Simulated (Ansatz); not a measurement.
**Nb-W stack of (111) layers: lattice stability ahead of a resistivity run**

The plan: relax Nb-W stack of (111) layers, check its phonons, and, if the lattice is stable, compute its Eliashberg function and ρ(T).

Calculated with Ansatz 0.2.0; DFT PBEsol, scalar-relativistic, plane waves, PAW; PAW set soft_1.

This is a report of a sequence of runs, with most program output left out.

### Step 1. The starting structure

The cell holds 2 atoms: 1 Nb and 1 W. Its edges and angles: a = 2.815 Å, b = 2.815 Å, c = 13.299 Å, α = 90.0°, β = 90.0°, γ = 120.0°. Vacuum lies along c.

Structure file:

```cif
data_structure
_symmetry_space_group_name_H-M 'P 1'
_symmetry_Int_Tables_number 1
_cell_length_a 2.8152
_cell_length_b 2.8152
_cell_length_c 13.2986
_cell_angle_alpha 90.000
_cell_angle_beta 90.000
_cell_angle_gamma 120.000
_cell_volume 91.28
loop_
_atom_site_label
_atom_site_type_symbol
_atom_site_fract_x
_atom_site_fract_y
_atom_site_fract_z
_atom_site_occupancy
Nb1 Nb 0.00000 0.00000 0.41358 1
W2 W 0.33333 0.66667 0.58642 1
```

### Step 2. Rough relaxation

Large forces or a large pressure at the start call for a first relaxation with loose thresholds.

Input file input.yaml:

```yaml
crystal:
  lattice:
    - [2.81524, 0.0, 0.0]
    - [-1.40762, 2.43807, 0.0]
    - [0.0, 0.0, 13.29863]
  atoms:
    - { symbol: Nb, position: [0.0, 0.0, 0.41357632] }
    - { symbol: W, position: [0.33333333, 0.66666667, 0.58642368] }
  periodic: [true, true, false]
kpoints:
  mp_grid: { grid: [9, 9, 1] }
hamiltonian:
  xc: pbesol
  pseudopotentials: { kind: paw, azcp: { folder: soft_1 }, xc_functional: pbe }
scf:
  occupations: { method: gaussian, width: 0.1 }
output:
  forces: true
  stress: true
  eigenvalues: true
relax:
  adjacent_minimum: "off"
  f_tol: 0.05
  max_steps: 80
  cell: { stress_2d_tol: 0.02 }
```

Launch:

```bash
ansatz run input.yaml --threads 8 --pin off --max-ram 20480MiB --backend cpu --events-out ev --progress --plain --runs-dir out
```

The job ended after 4.5 s (8 threads of INTEL XEON PLATINUM 8581C at 2.30GHz (Emerald Rapids), shared host; peak memory 0.64 GiB; 28 s of CPU time).

The steps of the relaxation:

```csv
step,energy less that of the first step (eV),largest force component (eV/Å),volume (Å³)
1,0.0000,1.1670,194.91
2,-0.0508,1.3800,181.16
3,-0.2232,0.2830,181.81
4,-0.2270,0.1402,182.25
5,-0.2282,0.0021,182.09
6,-0.2282,0.0000,182.11
7*,-0.2277,0.0001,182.11
```

Relaxation steps marked * repeat the geometry before them on a plane-wave basis chosen anew for their cell, so energy and pressure can jump there.

The run keeps the 6 symmetry operations that it works with, so distortions that break them were not tested.

```
cell as run  before  after  change
      a (Å)   2.815  2.721  -3.3 %
      b (Å)   2.815  2.721  -3.3 %
```

The atoms that moved most (Å, along periodic axes as changes of fractional coordinates times the final cell, across vacuum about the mean position):

```csv
atom,dx,dy,dz,length
Nb1,0.000,0.000,-0.083,0.083
W2,0.000,0.000,0.083,0.083
```

The relaxed structure:

```
Nb W
1.0
     2.72119    0.00000    0.00000
    -1.36059    2.35662    0.00000
     0.00000    0.00000   28.39727
Nb W
1 1
Direct
  0.00000 0.00000 0.19077
  0.33333 0.66667 0.27754
```

This step gave:

| Quantity | Value |
| --- | --- |
| metallic on mesh | yes |
| gap on the k-mesh | 0 eV |

The relaxation ends with a largest force component of 7.1e-5 eV/Å.

### Step 3. Relaxing cell and atoms

The structure is brought to rest under this functional.

input.yaml, the sections that differ from step 2:

```yaml
crystal:
  lattice:
    - [2.7211860726, 0.0, 0.0]
    - [-1.3605930363, 2.3566162673, 0.0]
    - [0.0, 0.0, 28.3972661742]
  atoms:
    - { symbol: Nb, position: [0.0, 0.0, 0.1907664888] }
    - { symbol: W, position: [0.3333333333, 0.6666666667, 0.2775402108] }
  periodic: [true, true, false]
kpoints:
  mp_grid: { grid: [12, 12, 1] }
output:
  forces: true
  stress: true
  eigenvalues: true
  write_density: true
  write_potential: true
  elf: true
  volumetric_format: npy
relax:
  adjacent_minimum: "off"
  f_tol: 0.005
  max_steps: 80
  cell: { stress_2d_tol: 0.02 }
# hamiltonian, scf: as in step 2
```

Elapsed: 5.2 s, on 8 threads; peak memory 0.66 GiB.

The steps of the relaxation:

| step | energy less that of the first step (eV) | largest force component (eV/Å) | volume (Å³) |
| --- | --- | --- | --- |
| 1 | 0.0000 | 0.1122 | 182.11 |
| 2 | 0.0188 | 0.6228 | 182.58 |
| 3 | -0.0008 | 0.0125 | 182.57 |
| 4 | -0.0008 | 0.0020 | 182.39 |
| 5 | -0.0008 | 0.0000 | 182.41 |
| 6 | -0.0008 | 0.0000 | 182.41 |

The log counts 1 steps on a newly chosen plane-wave basis, not all of them marked here; energy and pressure can jump at such steps. Relaxation step 2 was tried and not accepted.

```csv
cell as run,before,after,change
a (Å),2.721,2.723,+0.1 %
b (Å),2.721,2.723,+0.1 %
```

The relaxed structure:

```xyz
2
Lattice="2.7235 0.0000 0.0000 -1.3617 2.3586 0.0000 0.0000 0.0000 28.3973" Properties=species:S:1:pos:R:3
Nb    0.0000    0.0000    5.4243
W     0.0000    1.5724    7.8743
```

Electrostatic potential energy in the ca plane at fractional y = 0.667, with atoms of W within 0.2 Å of it. With pseudopotentials it is smooth inside the atoms' cores, unlike the true potential.

Ten even steps from '0' (-46 eV) to '9' (0 eV), each cell a mean:
```
99999999999985224788877899999999999999999999
99999999999985224788877899999999999999999999
99999999999987546887533689999999999999999999
99999999999988777885100268999999999999999999
99999999999998888883000048999999999999999999
99999999999998888883000048999999999999999999
99999999999988777885100168999999999999999999
99999999999987546887523579999999999999999999
```
Columns run along c (16.0 Å, from fractional 0.00 to 0.56 of the cell; values clipped at the 3rd and 97th percentile), rows up along a (2.7 Å). Atoms in or near the plane, at fractional coordinates: W at (0.28, 0.33).

Valence density in the ca plane at fractional y = 0.667, with atoms of W within 0.2 Å of it. It is the smooth field of the valence electrons, not physical close to the nuclei.

Values in e/Å³, 5 rows by 16 columns, each cell a mean:
```
0.0 0.0 0.0 0.0 0.2 1.4 0.4 0.4 0.3 0.1 0.0 0.0 0.0 0.0 0.0 0.0
0.0 0.0 0.0 0.0 0.2 0.9 0.3 0.9 0.8 0.1 0.0 0.0 0.0 0.0 0.0 0.0
0.0 0.0 0.0 0.0 0.2 0.4 0.3 3.2 3.0 0.1 0.0 0.0 0.0 0.0 0.0 0.0
0.0 0.0 0.0 0.0 0.2 0.3 0.4 3.7 3.5 0.1 0.0 0.0 0.0 0.0 0.0 0.0
0.0 0.0 0.0 0.0 0.2 0.7 0.3 1.4 1.3 0.1 0.0 0.0 0.0 0.0 0.0 0.0
```
Columns run along c (16.0 Å, from fractional 0.00 to 0.56 of the cell), rows up along a (2.7 Å). Atoms in or near the plane, at fractional coordinates: W at (0.28, 0.33).

ELF in the ca plane at fractional y = 0.667, with atoms of W within 0.2 Å of it. It is the smooth field of the valence electrons, not physical close to the nuclei.

Ten even steps from '0' (0.00) to '9' (0.69), each cell a mean:
```
00000000122224775245444556531000000000000000
00000000122224775245444566531000000000000000
00000001233323553343455433321000000000000000
00000001245554333554799732210000000000000000
00000001247887545766956951110000000000000000
00000001247887545766955951110000000000000000
00000001245654433554799732210000000000000000
00000001234333553343466433321000000000000000
```
Columns run along c (16.0 Å, from fractional 0.00 to 0.56 of the cell), rows up along a (2.7 Å). Atoms in or near the plane, at fractional coordinates: W at (0.28, 0.33).

The relaxation ends with a largest force component of 1.1e-5 eV/Å.

### Step 4. Tight relaxation

No force is left; the cell is relaxed once more with another smearing and tight thresholds.

input.yaml, the sections that differ from step 3:

```yaml
crystal:
  lattice:
    - [2.7234834985, 0.0, 0.0]
    - [-1.3617417492, 2.3586058964, 0.0]
    - [0.0, 0.0, 28.3972661742]
  atoms:
    - { symbol: Nb, position: [0.0, 0.0, 0.1910147707] }
    - { symbol: W, position: [0.3333333333, 0.6666666667, 0.2772919289] }
  periodic: [true, true, false]
scf:
  occupations: { method: methfessel_paxton, width: 0.2 }
relax:
  adjacent_minimum: "off"
  f_tol: 0.001
  max_steps: 60
  cell: { stress_2d_tol: 0.002 }
# kpoints, hamiltonian, output: as in step 3
```

The job ended after 5.2 s (8 threads; peak memory 0.67 GiB).

Little changed from the start: no atom moved by 0.005 Å and no cell edge by 0.1 %.

ELF in the ca plane at fractional y = 0.667, with atoms of W within 0.2 Å of it. It is the smooth field of the valence electrons, not physical close to the nuclei.

Ten even steps from '0' (0.00) to '9' (0.69), each cell a mean:
```
00000000122224775245444556431000000000000000
00000000122224775245444566431000000000000000
00000001133323553343455433321000000000000000
00000001245554333554799732210000000000000000
00000001247887545766956951110000000000000000
00000001246887545766955951110000000000000000
00000001245654433554799732210000000000000000
00000001234333553343466433321000000000000000
```
Columns run along c (16.0 Å, from fractional 0.00 to 0.56 of the cell), rows up along a (2.7 Å). Atoms in or near the plane, at fractional coordinates: W at (0.28, 0.33).

Electrostatic potential energy in the ca plane at fractional y = 0.667, with atoms of W within 0.2 Å of it. With pseudopotentials it is smooth inside the atoms' cores, unlike the true potential.

Ten even steps from '0' (-46 eV) to '9' (0 eV), each cell a mean:
```
99999999999985224788877899999999999999999999
99999999999985224788877899999999999999999999
99999999999987546887533689999999999999999999
99999999999988777885100268999999999999999999
99999999999998888883000048999999999999999999
99999999999998888883000048999999999999999999
99999999999988777885100168999999999999999999
99999999999987546887523579999999999999999999
```
Columns run along c (16.0 Å, from fractional 0.00 to 0.56 of the cell; values clipped at the 3rd and 97th percentile), rows up along a (2.7 Å). Atoms in or near the plane, at fractional coordinates: W at (0.28, 0.33).

Valence density in the ca plane at fractional y = 0.667, with atoms of W within 0.2 Å of it. It is the smooth field of the valence electrons, not physical close to the nuclei.

Ten steps, logarithmic in the rise over the least value, from '0' (0.0 e/Å³) to '9' (5.6 e/Å³), each cell a mean:
```
00000000001235676433444432100000000000000000
00000000001235676433444432100000000000000000
00000000001234565434566532100000000000000000
00000000001223444445799742100000000000000000
00000000001223444446999962100000000000000000
00000000001223444446999962100000000000000000
00000000001223444445899752100000000000000000
00000000001234565434577532100000000000000000
```
Columns run along c (16.0 Å, from fractional 0.00 to 0.56 of the cell), rows up along a (2.7 Å). Atoms in or near the plane, at fractional coordinates: W at (0.28, 0.33).

### Step 5. Lattice stability: q 2×2×1, k 6×6×1

Before any scattering is computed, the phonons show whether the structure is a minimum.

input.yaml, the sections that differ from step 4:

```yaml
crystal:
  lattice:
    - [2.7236473271, 0.0, 0.0]
    - [-1.3618236635, 2.3587477762, 0.0]
    - [0.0, 0.0, 28.3972661742]
  atoms:
    - { symbol: Nb, position: [0.0, 0.0, 0.1910446062] }
    - { symbol: W, position: [0.3333333333, 0.6666666667, 0.2772620934] }
  periodic: [true, true, false]
kpoints:
  mp_grid: { grid: [6, 6, 1] }
output:
  eigenvalues: true
phonons:
  method: dfpt
  qmesh: [2, 2, 1]
  temperatures: { t_max: 1000, t_step: 50 }
  qpath:
    path:
      - [0.0, 0.0, 0.0]
      - [0.5, 0.0, 0.0]
      - [0.33333333, 0.33333333, 0.0]
      - [0.0, 0.0, 0.0]
    npoints: 10
# hamiltonian, scf: as in step 4
# relax: removed
```

The job ended after 6.8 s (8 threads; peak memory 0.93 GiB; 43 s of CPU time).

This step gave:

```
share of imaginary modes in the plain interpolation between solved wavevectors : 0.319
highest frequency, solved or plainly interpolated                              : 254.7 cm⁻¹
```

Solved on the 2×2×1 mesh alone; all other wavevectors are interpolated. The phonon branches at the labelled points (cm⁻¹):

```
  point  branch 1  branch 2  branch 3  branch 4  branch 5  branch 6
      Γ       -14       -14         0         0         0       185
halfway       -80       -68        44       119       164       186
      M      -113       -88        62       129       186       255
halfway       -95       -63       117       126       174       237
      K       -96        80       110       156       189       195
halfway       -78       -70        79       122       164       194
      Γ       -14       -14         0         0         0       185
```

Lowest modes at the softest wavevector of the mesh. Modes at q = (0.500, 0.000, 0.000), with each element's share of the kinetic energy (negative means imaginary):

```csv
mode,frequency (cm⁻¹),Nb %,W %
1,-112.9,14,86
2,-88.3,8,92
3,61.8,86,14
4,128.8,74,26
5,185.7,24,76
6,254.7,94,6
```

Displacements in mode 1 (-112.9 cm⁻¹), the largest set to 1, in the home cell:
```
Nb1  0.32 -0.56  0.00
W2  -0.58  1.00  0.00
```

Displacements in mode 3 (61.8 cm⁻¹), the largest set to 1, in the home cell:
```
Nb1 -0.58  1.00  0.00
W2  -0.16  0.28  0.00
```

Among the solved wavevectors the lowest mode, translations apart, is -113 cm⁻¹, imaginary.

### Step 6. Phonons by linear response: q 3×3×1, k 9×9×1

An imaginary mode on so few k-points may come from the sampling, so the phonons are repeated with another q and k mesh.

input.yaml: that of step 5 with these lines changed.

```diff
@@ -10,3 +10,3 @@
 kpoints:
-  mp_grid: { grid: [6, 6, 1] }
+  mp_grid: { grid: [9, 9, 1] }
 hamiltonian:
@@ -20,3 +20,3 @@
   method: dfpt
-  qmesh: [2, 2, 1]
+  qmesh: [3, 3, 1]
   temperatures: { t_max: 1000, t_step: 50 }
```

Run time: 17 s. Hardware: 8 threads; peak memory 1 GiB; 2 min of CPU time.

Numbers from this step:

```yaml
share_of_imaginary_modes_in_the_plain_interpolation_between_solved_wavevectors: 0.062
highest_frequency_solved_or_plainly_interpolated: 270.3 cm⁻¹
```

Solved on the 3×3×1 mesh alone; all other wavevectors are interpolated. Phonon branches along the path, in cm⁻¹:

```
  point  branch 1  branch 2  branch 3  branch 4  branch 5  branch 6
      Γ       -51       -51         0         0         0       203
halfway       -62        51        60       135       164       208
      M        56        77        78       154       208       270
halfway        65        97       134       162       195       268
      K        62       110       138       171       235       247
halfway        41        67        78       140       175       211
      Γ       -51       -51         0         0         0       203
```

The modes has structure finer than the step of the table below, so its rows give means over 10 cm⁻¹, whole bins alone (the curve runs from -76.7 to 288 cm⁻¹). Peaks (cm⁻¹: height): Nb -63.0: 0.0160, 63.3: 0.0285, 77.1: 0.0152, 134.5: 0.0152, 150.6: 0.0216, 205.7: 0.0302, 256.2: 0.0211; W 63.3: 0.0460, 77.1: 0.0250, 111.6: 0.0190, 132.2: 0.0200, 150.6: 0.0203, 203.4: 0.0239.

Phonopy on the run's constants, 21x21x1 mesh, Gaussian sigma 2.6 cm⁻¹. The modes by wavenumber; means over each step; values in 1/cm⁻¹/cell:

| wavenumber (cm⁻¹) | Nb | W |
| --- | --- | --- |
| -70 | 0.00319 | 8.9e-5 |
| -60 | 0.0137 | 5.9e-4 |
| -50 | 0.00686 | 7.1e-4 |
| -40 | 0.00352 | 5.2e-4 |
| -30 | 0.00302 | 6.3e-4 |
| -20 | 0.00268 | 5.9e-4 |
| -10 | 4.9e-4 | 5.6e-4 |
| 0 | 4.2e-4 | 0.00106 |
| 10 | 5.6e-4 | 0.00219 |
| 20 | 0.00237 | 0.00404 |
| 30 | 0.00289 | 0.00735 |
| 40 | 0.00553 | 0.00943 |
| 50 | 0.00628 | 0.0206 |
| 60 | 0.0181 | 0.0420 |
| 70 | 0.0150 | 0.0231 |
| 80 | 0.0121 | 0.0208 |
| 90 | 0.00964 | 0.0137 |
| 100 | 0.00435 | 0.0118 |
| 110 | 0.00935 | 0.0138 |
| 120 | 0.00480 | 0.00540 |
| 130 | 0.0130 | 0.0154 |
| 140 | 0.0103 | 0.0132 |
| 150 | 0.0190 | 0.0188 |
| 160 | 0.00941 | 0.00546 |
| 170 | 0.00647 | 0.00341 |
| 180 | 0.00979 | 0.0119 |
| 190 | 0.00826 | 0.0191 |
| 200 | 0.0154 | 0.0198 |
| 210 | 0.0163 | 0.0100 |
| 220 | 0.00836 | 0.00109 |
| 230 | 0.00642 | 6.0e-4 |
| 240 | 0.00782 | 4.9e-4 |
| 250 | 0.0129 | 5.7e-4 |
| 260 | 0.0199 | 6.7e-4 |
| 270 | 0.0117 | 3.3e-4 |
| 280 | 1.7e-4 | 3.8e-6 |

No LO-TO term; unit eigenvectors of the mass-weighted matrix. The modes at Γ (shares of kinetic energy by element, %) (negative means imaginary):

| mode | frequency (cm⁻¹) | symmetry | Nb % | W % |
| --- | --- | --- | --- | --- |
| 1 | -50.7 | E | 66 | 34 |
| 2 | -50.7 | E | 66 | 34 |
| 3 | 0.0 | unnamed | 34 | 66 |
| 4 | 0.0 | unnamed | 34 | 66 |
| 5 | 0.0 | unnamed | 34 | 66 |
| 6 | 202.9 | A1 | 66 | 34 |

Displacements in mode 1 (-50.7 cm⁻¹), the largest set to 1:
```
Nb1  0.79  1.00  0.00
W2  -0.40 -0.51  0.00
```

Displacements in mode 6 (202.9 cm⁻¹), the largest set to 1:
```
Nb1  0.00  0.00  1.00
W2   0.00  0.00 -0.51
```

Among the solved wavevectors the lowest mode, translations apart, is -50.7 cm⁻¹, imaginary.

### Step 7. Phonons: Fermi–Dirac smearing of 0.3 eV

The phonons are repeated on the same meshes with a wide Fermi–Dirac smearing, to see whether the soft mode comes from sharp features of the Fermi surface.

input.yaml: that of step 6 with these lines changed.

```diff
@@ -15,3 +15,3 @@
 scf:
-  occupations: { method: methfessel_paxton, width: 0.2 }
+  occupations: { method: fermi_dirac, width: 0.3 }
 output:
```

Run time: 19 s. Hardware: 8 threads; peak memory 1.1 GiB; 2.2 min of CPU time.

Numbers from this step:

```yaml
share_of_imaginary_modes_in_the_plain_interpolation_between_solved_wavevectors: 0.0688
highest_frequency_solved_or_plainly_interpolated: 255.6 cm⁻¹
```

Solved on the 3×3×1 mesh alone; all other wavevectors are interpolated. Phonon branches along the path, in cm⁻¹:

```csv
point,branch 1,branch 2,branch 3,branch 4,branch 5,branch 6
Γ,-39,-39,0,0,0,190
halfway,-46,35,44,127,150,203
M,52,64,68,144,202,256
halfway,69,96,125,146,191,249
K,88,96,147,170,207,228
halfway,29,64,67,132,159,208
Γ,-39,-39,0,0,0,190
```

Among the solved wavevectors the lowest mode, translations apart, is -39.4 cm⁻¹, imaginary.

For the highest frequency, solved or plainly interpolated, step 6 gave 270 cm⁻¹; this run, with occupations Fermi-Dirac and smearing width 0.3 eV, gives 256 cm⁻¹ (-5 %).

### Step 8. Summary of results

```
phonon run of the rows without a label of their own : PBEsol, q 3×3×1, k 9×9×1
softest mode on the q mesh                          : -50.7 cm⁻¹ at q = (0, 0, 0)
highest frequency, solved or plainly interpolated   : 270 cm⁻¹
```

The lattice is dynamically unstable at this level: a mode at q = (0, 0, 0) is imaginary, 50.7i cm⁻¹, so no harmonic coupling constant or resistivity is defined for this structure. These meshes are coarse, and single modes of a metal can move by tens of cm⁻¹ with the k mesh. The coarser mesh found an imaginary mode at another wavevector, which this mesh lacks. Spin–orbit coupling, left out here, matters for W. The PAW files were made for PBE; under other functionals the run regenerates their frozen core. The structure was built by hand as an ordered model, and its stability against other phases was not tested.

[Logs are printed without paths, hosts, clocks, repeated set-up lines and the standing remarks that a program may print on its own settings, such as how far it seeks lower states.]

[Hosts, paths, dates, database ids (printed as entryN), source tags and the programs' standing remarks are cut or masked in the printed files.]
